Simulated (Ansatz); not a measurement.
## TaZnNi6, from a guessed structure to a relaxed one

This structure for TaZnNi6 is made up. Its elements were placed in a known structure type with a cell scaled to their sizes. What cell does the guess relax to, and how far off was it?

Main program and level: Ansatz 0.2.0; DFT, PBEsol, plane-wave PAW, files of the set soft_1, scalar-relativistic, ferromagnetic start, cell and ions relaxed at zero pressure; PAW set soft_1, in the first sound run; inputs show where later runs differ.

## Step 1: Starting point

It takes space group P4/mmm (No. 123, tetragonal). The conventional cell has a = 3.616 Å, b = 3.616 Å, c = 7.042 Å, α = 90.00°, β = 90.00°, γ = 90.00°. Nearest to Ta lie 12 Ni at 2.56 Å. Nearest to Zn lie 12 Ni at 2.49 to 2.56 Å. Nearest to Ni lie 2 Zn at 2.49 Å and 8 Ni at 2.49 to 2.56 Å and 2 Ta at 2.56 Å. Nearest to Ni lie 4 Ta at 2.56 Å and 8 Ni at 2.56 Å. Ni has 8 Ni at 2.49 Å and 4 Zn at 2.56 Å nearest. Farther neighbours are not listed.

## Step 2: Relaxation of the guess

The guessed cell has no reason to be at equilibrium. It is relaxed with the atoms, within the space group of the guess.

The input, input.yaml:

```yaml
crystal:
  lattice:
    - [3.616, 0.0, 0.0]
    - [0.0, 3.616, 0.0]
    - [0.0, 0.0, 7.042]
  atoms:
    - { symbol: Ta, position: [0.0, 0.0, 0.5] }
    - { symbol: Zn, position: [0.0, 0.0, 0.0] }
    - { symbol: Ni, position: [0.0, 0.5, 0.7572], spin: 1.0 }
    - { symbol: Ni, position: [0.0, 0.5, 0.2428], spin: 1.0 }
    - { symbol: Ni, position: [0.5, 0.0, 0.7572], spin: 1.0 }
    - { symbol: Ni, position: [0.5, 0.0, 0.2428], spin: 1.0 }
    - { symbol: Ni, position: [0.5, 0.5, 0.5], spin: 1.0 }
    - { symbol: Ni, position: [0.5, 0.5, 0.0], spin: 1.0 }
magnetization:
  spin_polarized: true
kpoints:
  mp_grid: { grid: [7, 7, 4] }
scf:
  occupations: { method: fermi_dirac, width: 0.05 }
hamiltonian:
  xc: pbesol
  pseudopotentials: { kind: paw, azcp: { folder: soft_1 }, xc_functional: pbe }
relax:
  f_tol: 0.015
  max_steps: 70
  cell: {}
output:
  forces: true
  stress: true
```

Launch:

```bash
$ ansatz run input.yaml --threads 4 --pin off --max-ram 10240MiB --backend cpu --events-out ev --progress --plain --runs-dir out
```

Numbers of over 12 decimals in the logs are rounded to 6 here.

What it wrote:

```text
Engine: ansatz 0.2.0, x86_64-unknown-linux-gnu
Pseudopotentials: kind: paw
Pseudopotential: Ta, paw, valence charge 13, recommended cutoff 420 eV (normal), soft_1/Ta.paw.azcp
Pseudopotential: Zn, paw, valence charge 12, recommended cutoff 420 eV (normal), soft_1/Zn.paw.azcp
Pseudopotential: Ni, paw, valence charge 18, recommended cutoff 420 eV (normal), soft_1/Ni.paw.azcp
Functional definition: PBEsol
  exchange = pbesol_x
  correlation = pbesol_c
Crystal: 8 atoms, lattice volume = 92.077 Å³
Basis set: ecut = 420 eV, 1799 PW (Γ), exchange–correlation on 50×50×96 points (8 copies of the dense FFT grid, shifted against one another)
Bands: 84, of which v1, the nominal top of the filled ones, is band 67 counted from 1 (66 counted from 0)
Symmetry: 16 space group operations
Space group: P4/mmm (ITA 123), of the structure as read, at distance tolerance 4.5e-5 Å
Magnetic group: BNS 123.339 (UNI 999), of the structure as read, at distance tolerance 4.5e-5 Å
k-points: 30 of 196
Non-local potential: Ta, projectors of the file, l = 0: 3, l = 1: 2, l = 2: 2, l = 3: 1
Non-local potential: Zn, projectors of the file, l = 0: 2, l = 1: 2, l = 2: 3, l = 3: 1
Non-local potential: Ni, projectors of the file, l = 0: 3, l = 1: 2, l = 2: 3, l = 3: 1
PAW form: soft (Blöchl's): semilocal exchange-correlation on the pseudo side does not see the compensation charge
PAW frozen core: Ta, regenerated for the run's functional, and the local potential with it (the file was generated under x = pbe(κ = 0.804, μ = 0.219515), c = pbe(β = 0.066725))
PAW frozen core: Zn, regenerated for the run's functional, and the local potential with it (the file was generated under x = pbe(κ = 0.804, μ = 0.219515), c = pbe(β = 0.066725))
PAW frozen core: Ni, regenerated for the run's functional, and the local potential with it (the file was generated under x = pbe(κ = 0.804, μ = 0.219515), c = pbe(β = 0.066725))
PAW one-centre angular grid: Ta, 590 points (default); XC on 64 Gauss nodes
PAW one-centre angular grid: Zn, 590 points (default); XC on 64 Gauss nodes
PAW one-centre angular grid: Ni, 590 points (default); XC on 64 Gauss nodes
Initial density: superposition of atomic densities (chi_scale 0.1, normalization cell)
Starting moments: Σ|m| = 6 μB on 6 of 8 sites
Initial wavefunctions: pseudopotential atomic-orbital guess
Functional: x = pbesol(κ = 0.804, μ = 0.123457), c = pbesol(β = 0.046)
SCF iter   1: F=—  HF=-47915.564031 eV  |F-HF|=—  |Δ(HF+E_count)|=         —  Δρ=7.86e-2 (↑7.86e-2 ↓4.22e-2)  dr2=9.15e0  dr2_m=8.35e-1  M=3.450 μB ∫|m|=4.429 μB  β_m=0.30  ethr=3.10e-3  ⟨swp⟩=5.7  Hψ=18972  notcnv=0  defer=13
Mixer restart at iter 1: flushing history
preconditioner: auto → Kerker (q_TF=auto, 2.901 Å⁻¹)  [metal: Δε(μ)=0.016 eV  Ē_g=10.535 eV  σ=0.050 eV  W_gap=0.08  n_scr=38 (ndim 8)  ℏωp=35.3 eV  f_vac=0.000  D(μ)=11.68/eV (n_scr^D=174)]
spin=Collinear: Kerker preconditioning applied to the charge; magnetization (m = ρ↑ − ρ↓) channel mixes plain (no charge-response kernel on spin).
SCF iter   2: F=—  HF=-47914.335222 eV  |F-HF|=—  |Δ(HF+E_count)|=    1.23e0  Δρ=4.89e-2 (↑3.92e-2 ↓4.89e-2)  dr2=2.38e0  dr2_m=1.34e0  M=2.464 μB ∫|m|=3.754 μB  β_m=0.38  ethr=3.10e-3  ⟨swp⟩=2.1  Hψ=8582  notcnv=0  defer=440
SCF iter   3: F=—  HF=-47916.938711 eV  |F-HF|=—  |Δ(HF+E_count)|=    2.60e0  Δρ=5.29e-2 (↑3.60e-2 ↓5.29e-2)  dr2=1.76e0  dr2_m=1.50e0  M=1.666 μB ∫|m|=3.088 μB  β_m=0.21  ethr=1.79e-3  ⟨swp⟩=2.1  Hψ=5716  notcnv=0  defer=440
SCF iter   4: F=—  HF=-47918.488463 eV  |F-HF|=—  |Δ(HF+E_count)|=    1.55e0  Δρ=4.56e-2 (↑3.18e-2 ↓4.56e-2)  dr2=1.29e0  dr2_m=1.15e0  M=1.209 μB ∫|m|=2.565 μB  β_m=0.20  ethr=1.33e-3  ⟨swp⟩=2.0  Hψ=6175  notcnv=0  defer=471
SCF iter   5: F=—  HF=-47919.546892 eV  |F-HF|=—  |Δ(HF+E_count)|=    1.06e0  Δρ=3.06e-2 (↑3.06e-2 ↓2.13e-2)  dr2=6.65e-1  dr2_m=4.77e-1  M=0.971 μB ∫|m|=1.991 μB  β_m=0.51  ethr=9.70e-4  ⟨swp⟩=2.1  Hψ=6395  notcnv=0  defer=471
SCF iter   6: F=—  HF=-47920.496786 eV  |F-HF|=—  |Δ(HF+E_count)|=   9.50e-1  Δρ=1.74e-2 (↑1.18e-2 ↓1.74e-2)  dr2=4.05e-1  dr2_m=6.16e-2  M=-0.301 μB ∫|m|=0.340 μB  β_m=0.76  ethr=5.00e-4  ⟨swp⟩=3.0  Hψ=9416  notcnv=0  defer=482
SCF iter   7: F=—  HF=-47920.694561 eV  |F-HF|=—  |Δ(HF+E_count)|=         —  Δρ=1.51e-2 (↑4.48e-3 ↓1.51e-2)  dr2=1.91e-1  dr2_m=4.24e-2  M=0.017 μB ∫|m|=0.125 μB  β_m=0.76  ethr=3.04e-4  ⟨swp⟩=2.1  Hψ=6385  notcnv=0  defer=503
Mixer restart at iter 7: flushing history
SCF iter   8: F=—  HF=-47920.751493 eV  |F-HF|=—  |Δ(HF+E_count)|=   5.69e-2  Δρ=1.06e-2 (↑1.06e-2 ↓7.28e-3)  dr2=1.42e-1  dr2_m=3.32e-3  M=0.036 μB ∫|m|=0.094 μB  β_m=0.62  ethr=1.43e-4  ⟨swp⟩=3.0  Hψ=10058  notcnv=0  defer=503
SCF iter   9: F=—  HF=-47920.703562 eV  |F-HF|=—  |Δ(HF+E_count)|=   4.79e-2  Δρ=5.46e-3 (↑3.09e-3 ↓5.46e-3)  dr2=4.46e-2  dr2_m=1.92e-3  M=0.033 μB ∫|m|=0.082 μB  β_m=0.58  ethr=1.07e-4  ⟨swp⟩=3.0  Hψ=10683  notcnv=0  defer=508
SCF iter  10: F=—  HF=-47920.700297 eV  |F-HF|=—  |Δ(HF+E_count)|=   3.26e-3  Δρ=1.62e-3 (↑1.54e-3 ↓1.62e-3)  dr2=6.19e-3  dr2_m=2.84e-4  M=0.036 μB ∫|m|=0.068 μB  β_m=0.49  ethr=3.36e-5  ⟨swp⟩=2.2  Hψ=6918  notcnv=0  defer=508
SCF iter  11: F=—  HF=-47920.699068 eV  |F-HF|=—  |Δ(HF+E_count)|=   1.23e-3  Δρ=6.03e-4 (↑3.27e-4 ↓6.03e-4)  dr2=1.93e-4  dr2_m=8.75e-5  M=0.037 μB ∫|m|=0.061 μB  β_m=0.66  ethr=4.65e-6  ⟨swp⟩=2.0  Hψ=7375  notcnv=0  defer=508
SCF iter  12: F=—  HF=-47920.699220 eV  |F-HF|=—  |Δ(HF+E_count)|=   1.52e-4  Δρ=5.39e-4 (↑5.39e-4 ↓4.34e-4)  dr2=2.74e-4  dr2_m=1.05e-4  M=0.030 μB ∫|m|=0.050 μB  β_m=0.66  ethr=1.45e-7  ⟨swp⟩=2.0  Hψ=8738  notcnv=0  defer=508
SCF iter  13: F=—  HF=-47920.699230 eV  |F-HF|=—  |Δ(HF+E_count)|=   1.03e-5  Δρ=4.03e-4 (↑1.80e-4 ↓4.03e-4)  dr2=7.34e-5  dr2_m=5.99e-5  M=0.023 μB ∫|m|=0.037 μB  β_m=0.72  ethr=1.45e-7  ⟨swp⟩=2.0  Hψ=8015  notcnv=0  defer=508
SCF iter  14: F=—  HF=-47920.699221 eV  |F-HF|=—  |Δ(HF+E_count)|=   9.67e-6  Δρ=4.46e-4 (↑4.46e-4 ↓2.37e-4)  dr2=2.01e-4  dr2_m=2.53e-5  M=0.015 μB ∫|m|=0.023 μB  β_m=0.72  ethr=5.52e-8  ⟨swp⟩=2.0  Hψ=9038  notcnv=0  defer=508
SCF iter  15: F=—  HF=-47920.699238 eV  |F-HF|=—  |Δ(HF+E_count)|=   1.68e-5  Δρ=2.82e-4 (↑2.82e-4 ↓2.16e-4)  dr2=1.16e-4  dr2_m=8.55e-6  M=0.012 μB ∫|m|=0.018 μB  β_m=0.51  ethr=5.52e-8  ⟨swp⟩=2.0  Hψ=9029  notcnv=0  defer=508
SCF iter  16: F=—  HF=-47920.699218 eV  |F-HF|=—  |Δ(HF+E_count)|=   1.91e-5  Δρ=1.34e-4 (↑1.34e-4 ↓1.10e-4)  dr2=1.43e-5  dr2_m=8.75e-6  M=0.008 μB ∫|m|=0.012 μB  β_m=0.59  ethr=5.52e-8  ⟨swp⟩=2.0  Hψ=8623  notcnv=0  defer=508
[...]
relax step   5: F+E_penalty+E_count = -47920.71940111 eV  Δ(F+E_penalty+E_count) = -2.122e-5 eV  max|allowed force component| = 1.154e-3 eV/Å  Δτ_max = 0.0004 Å  P = -0.017 GPa  Ω = 90.981 Å³  energy of the carried Pulay correction = +5.733e-4 eV  (10 SCF iters, dr2 threshold 5.88e-8 eV, accepted)
Initial wavefunctions: pseudopotential atomic-orbital guess (no wavefunctions were taken with the density)
iter 1 solved again at ethr=9.40e-7 eV; its pass at ethr=3.10e-3 eV (dr2=1.25e-3 eV) is discarded
SCF iter   1: F=—  HF=-47920.718742 eV  |F-HF|=—  |Δ(HF+E_count)|=         —  Δρ=2.46e-5 (↑2.41e-5 ↓2.46e-5)  dr2=1.46e-6  dr2_m=7.87e-11  M=-0.000 μB ∫|m|=0.000 μB  β_m=0.65  ethr=9.40e-7  ⟨swp⟩=2.9  Hψ=30998  notcnv=0
eigensolver tolerance schedule: the retry pair's looser diagonalisation over-reported the residual by 856.93 of it (diagonalisation noise at 0.35 of the residual, at the tolerance the schedule requests for it); recorded, not acted on — ethr = c·dr2/N_el stays at c = 1.0e-1
preconditioner: auto → Kerker (q_TF=auto, 2.282 Å⁻¹)  [metal: Δε(μ)=0.083 eV  Ē_g=11.233 eV  σ=0.050 eV  W_gap=0.35  n_scr=16 (ndim 8)  ℏωp=35.5 eV  f_vac=0.000  D(μ)=5.73/eV (n_scr^D=54)]
spin=Collinear: Kerker preconditioning applied to the charge; magnetization (m = ρ↑ − ρ↓) channel mixes plain (no charge-response kernel on spin).
SCF iter   2: F=—  HF=-47920.718779 eV  |F-HF|=—  |Δ(HF+E_count)|=   3.66e-5  Δρ=1.81e-5 (↑1.81e-5 ↓1.81e-5)  dr2=5.64e-7  dr2_m=6.13e-11  M=-0.000 μB ∫|m|=0.000 μB  β_m=0.58  ethr=1.10e-9  ⟨swp⟩=2.6  Hψ=9166  notcnv=0
SCF iter   3: F=—  HF=-47920.718779 eV  |F-HF|=—  |Δ(HF+E_count)|=   7.23e-9  Δρ=4.60e-6 (↑4.45e-6 ↓4.60e-6)  dr2=4.10e-8  dr2_m=2.47e-11  M=-0.000 μB ∫|m|=0.000 μB  β_m=0.56  ethr=4.24e-10  ⟨swp⟩=2.0  Hψ=7125  notcnv=0
SCF iter   4: F=—  HF=-47920.718779 eV  |F-HF|=—  |Δ(HF+E_count)|=   2.56e-8  Δρ=4.27e-6 (↑4.27e-6 ↓3.95e-6)  dr2=5.31e-8  dr2_m=3.32e-11  M=-0.000 μB ∫|m|=0.000 μB  β_m=0.78  ethr=3.08e-11  ⟨swp⟩=2.0  Hψ=7258  notcnv=0
SCF iter   5: F=—  HF=-47920.718779 eV  |F-HF|=—  |Δ(HF+E_count)|=   1.23e-7  Δρ=3.21e-6 (↑3.06e-6 ↓3.21e-6)  dr2=1.77e-8  dr2_m=1.98e-11  M=-0.000 μB ∫|m|=0.000 μB  β_m=0.64  ethr=3.08e-11  ⟨swp⟩=2.0  Hψ=8980  notcnv=0
SCF iter   6: F=—  HF=-47920.718779 eV  |F-HF|=—  |Δ(HF+E_count)|=   4.39e-9  Δρ=1.94e-6 (↑1.94e-6 ↓1.71e-6)  dr2=1.32e-8  dr2_m=1.62e-11  M=-0.000 μB ∫|m|=0.000 μB  β_m=0.68  ethr=1.33e-11  ⟨swp⟩=2.0  Hψ=7358  notcnv=0
SCF iter   7: F=—  HF=-47920.718779 eV  |F-HF|=—  |Δ(HF+E_count)|=   1.77e-8  Δρ=6.30e-7 (↑6.30e-7 ↓4.99e-7)  dr2=1.57e-9  dr2_m=5.02e-12  M=-0.000 μB ∫|m|=0.000 μB  β_m=0.82  ethr=9.94e-12  ⟨swp⟩=2.0  Hψ=7214  notcnv=0
SCF iter   8: F=—  HF=-47920.718779 eV  |F-HF|=—  |Δ(HF+E_count)|=   2.34e-9  Δρ=5.90e-7 (↑5.46e-7 ↓5.90e-7)  dr2=5.79e-10  dr2_m=4.82e-12  M=-0.000 μB ∫|m|=0.000 μB  β_m=0.59  ethr=1.18e-12  ⟨swp⟩=2.0  Hψ=8744  notcnv=0
SCF iter   9: F=—  HF=-47920.718779 eV  |F-HF|=—  |Δ(HF+E_count)|=  1.31e-10  Δρ=1.62e-7 (↑1.62e-7 ↓1.04e-7)  dr2=2.67e-11  dr2_m=8.10e-12  M=-0.000 μB ∫|m|=0.000 μB  β_m=0.80  ethr=1.00e-12  ⟨swp⟩=2.0  Hψ=7698  notcnv=0
SCF iter  10: F=—  HF=-47920.718779 eV  |F-HF|=—  |Δ(HF+E_count)|=  7.28e-12  Δρ=1.26e-7 (↑3.41e-8 ↓1.26e-7)  dr2=2.15e-11  dr2_m=2.31e-12  M=-0.000 μB ∫|m|=0.000 μB  β_m=0.90  ethr=1.00e-12  ⟨swp⟩=1.0  Hψ=5040  notcnv=0
SCF iter  11: F=-47920.718779 eV  HF=-47920.718779 eV  |F-HF|=5.82e-11  |Δ(HF+E_count)|=  1.46e-11  Δρ=1.49e-7 (↑1.37e-7 ↓1.49e-7)  dr2=6.67e-11  dr2_m=1.42e-13  M=-0.000 μB ∫|m|=0.000 μB  ethr=1.00e-12  ⟨swp⟩=2.7  Hψ=14861  notcnv=0
the starting moments were not kept: the SCF closed with an absolute magnetisation of 4.6e-6 μB, where they sum to 6 μB in size (6 sites). That is at most 0.1 of that sum. Measured as dr2_m measures the in/out step, that magnetisation stands 1.0e-11 eV from none, at or under the dr2_threshold of 8.0e-11 eV: it is no larger than a step whose dr2_m would equal this threshold.
SCF 6 converged in 11 iterations: F = -47920.718779 eV  dr2 = 6.67e-11
relax step   6: F+E_penalty+E_count = -47920.71877917 eV  Δ(F+E_penalty+E_count) = +6.219e-4 eV  max|allowed force component| = 1.146e-3 eV/Å  Δτ_max = 0.0000 Å  P = -0.009 GPa  Ω = 90.981 Å³  stress off target by 1.78e-2 GPa  SCF on the basis re-selected at this cell (its energy is not comparable with the rows above)  (11 SCF iters)
basis re-selected at this cell: Δ(F+E_penalty+E_count) = +6.219e-4 eV, ΔP = +0.008 GPa vs the last step (what re-selecting the basis moved, of the pressure what is left beyond the Pulay correction that the steps carried, after the strain that the cell walked since its last selection, with what the two solves' SCF thresholds leave and, on support functions, any second-order correction that the steps lacked; it is no m [...]
SCF converged after 11 iterations
Magnetization: -0.0000 μB (66.5000 up, 66.5000 down)
Absolute magnetization: 0.0000 μB (∫|ρ↑−ρ↓|, with the PAW one-centre terms)
Spin contamination: 0.0000 ħ² per cell (⟨S²⟩ above its minimum at these occupations)
Per-site moments (μB) at R_I (Å): [(1.6738549942380872e-7, 1.046382), (4.33798950515475e-8, 1.028359), (-5.578755496978226e-7, 1.028359), (-5.578755496588563e-7, 1.028359), (-5.578755508951348e-7, 1.028359), (-5.578755509055196e-7, 1.028359), (-1.669711507720883e-7, 1.046382), (-1.4338685479870736e-6, 1.028359)]
Free energy (F): -47920.718779 eV
Harris-Foulkes:  -47920.718779 eV  (|F-HF|=5.82e-11)
Internal energy: -47920.670556 eV  (E = F + TS)
E sigma→0 (E₀):  -47920.694668 eV
Entropy (-TS):   -0.048223 eV (-6.028 meV/atom)
Fermi energy:    18.340287 eV
--- Per-component energies (eV) ---
  E_band       = -1641.049274
  E_kinetic    = 2595.161166
  E_local      = -19184.456464  (includes V_loc(G=0)·N_el)
  E_nonlocal   = 115.891556
  E_hartree    = 10051.002815
  E_xc         = -1075.522985
  E_vxc        = -1164.905656  (∫ρ·V_xc dr)
  E_paw        = -19772.102901  (= ΣΔE_a)
  E_vpaw       = -4104.750869  (= ΣTr[D̂ρ^β])
  E_aug_tail   = 0.005318  (compensation charges beyond the density's cutoff)
  E_ewald      = -20652.843866
  E_core_change = 2.194804  (= ΣΔE_core)
  E_smearing   = -0.048223  (= −TS)
  E_closure    = 0.000000  (closes the sum)
  Σ components = -47920.718779   (vs F -47920.718779, Δ=0.00e0)
--- Forces (eV/Å), atoms counted from 1 ---
  atom   1  Ta     0.00000000     0.00000000     0.00000000
  atom   2  Zn     0.00000000     0.00000000     0.00000000
  atom   3  Ni    -0.00000000     0.00000000     0.00114632
  atom   4  Ni     0.00000000     0.00000000    -0.00114632
  atom   5  Ni     0.00000000     0.00000000     0.00114632
  atom   6  Ni    -0.00000000     0.00000000    -0.00114632
  atom   7  Ni    -0.00000000    -0.00000000    -0.00000000
  atom   8  Ni    -0.00000000    -0.00000000    -0.00000000
  max |Σ_I F_I| component: 3.75e-28 eV/Å
--- Stress (GPa, compression-positive) ---
       -0.017841      -0.000000       0.000000
       -0.000000      -0.017841       0.000000
        0.000000       0.000000       0.008633
  P = ⅓ Tr σ = -0.0090 GPa (-0.090 kbar)
--- Relaxed structure (5 steps of the walk, 5 accepted, 1 SCFs on fresh bases) ---
  F+E_penalty+E_count = -47920.71877917 eV   max|allowed force component| = 1.146e-3 eV/Å   (the final SCF, on the basis selected at the relaxed cell)
  cell:  # Å, volume = 90.9814 Å³
    - [3.597706, 0, 0.0]
    - [0, 3.597706, 0.0]
    - [0.0, 0.0, 7.029126]
  atoms:
    - { symbol: Ta, position: [0, 0, 0.5] }
    - { symbol: Zn, position: [0, 0, 0] }
    - { symbol: Ni, position: [0, 0.500000, 0.754448] }
    - { symbol: Ni, position: [0, 0.500000, 0.245552] }
    - { symbol: Ni, position: [0.500000, 0, 0.754448] }
    - { symbol: Ni, position: [0.500000, 0, 0.245552] }
    - { symbol: Ni, position: [0.500000, 0.500000, 0.5] }
    - { symbol: Ni, position: [0.500000, 0.500000, 0] }
```

It took 44 s on 4 threads of AMD EPYC 9B14 (Zen 4), shared host; peak memory 0.83 GiB.

Relaxation path:

```csv
step,energy less that of the first step (eV),largest force component (eV/Å),pressure (GPa),volume (Å³)
1,0.0000,0.2380,-2.94,92.08
2,-0.0184,0.0826,-0.52,91.13
3,-0.0200,0.0145,0.16,90.90
4,-0.0202,0.0006,0.06,90.95
5,-0.0202,0.0012,-0.02,90.98
6*,-0.0196,0.0011,-0.01,90.98
```

Relaxation steps marked * repeat the geometry before them on a plane-wave basis chosen anew for their cell, so energy and pressure can jump there.

Forces are held to the 16 operations that the run works with; a distortion that breaks them can't arise in this run.

```csv
"conventional cell, symmetrised",before,after,change
a (Å),3.616,3.598,-0.5 %
b (Å),3.616,3.598,-0.5 %
c (Å),7.042,7.029,-0.2 %
volume (Å³/atom),11.51,11.37,-1.2 %
```

The atoms that moved most (Å, as changes of fractional coordinates times the final cell):

```csv
atom,dx,dy,dz,length
Ni4,0.000,0.000,0.019,0.019
Ni6,0.000,0.000,0.019,0.019
Ni5,0.000,0.000,-0.019,0.019
Ni3,0.000,0.000,-0.019,0.019
```

Numbers from this step:

```
free energy             : -47920.7188 eV
energy at zero smearing : -47920.6947 eV
smearing term TS        : 0.04822 eV
Fermi energy            : 18.34 eV
electrons               : 133
symmetry operations     : 16
pressure                : -0.009017 GPa
```

Shortest distances by pair of elements, guess and relaxed (not always the same contact):

```csv
pair,guess (Å),relaxed (Å)
Ni–Zn,2.488,2.493
Ni–Ni,2.488,2.493
Ni–Ta,2.557,2.537
Ta–Zn,3.521,3.515
Ta–Ta,3.616,3.598
```

The relaxation ends with a largest force component of 0.0011 eV/Å and a pressure of -0.01 GPa. The starting moments have collapsed: the run ends non-magnetic.

[end of part 1 of 2]

[Logs are printed without paths, hosts, clocks, repeated set-up lines and the standing remarks that a program may print on its own settings, such as how far it seeks lower states.]

[Hosts, paths, dates, database ids (printed as entryN), source tags and the programs' standing remarks are cut or masked in the printed files.]
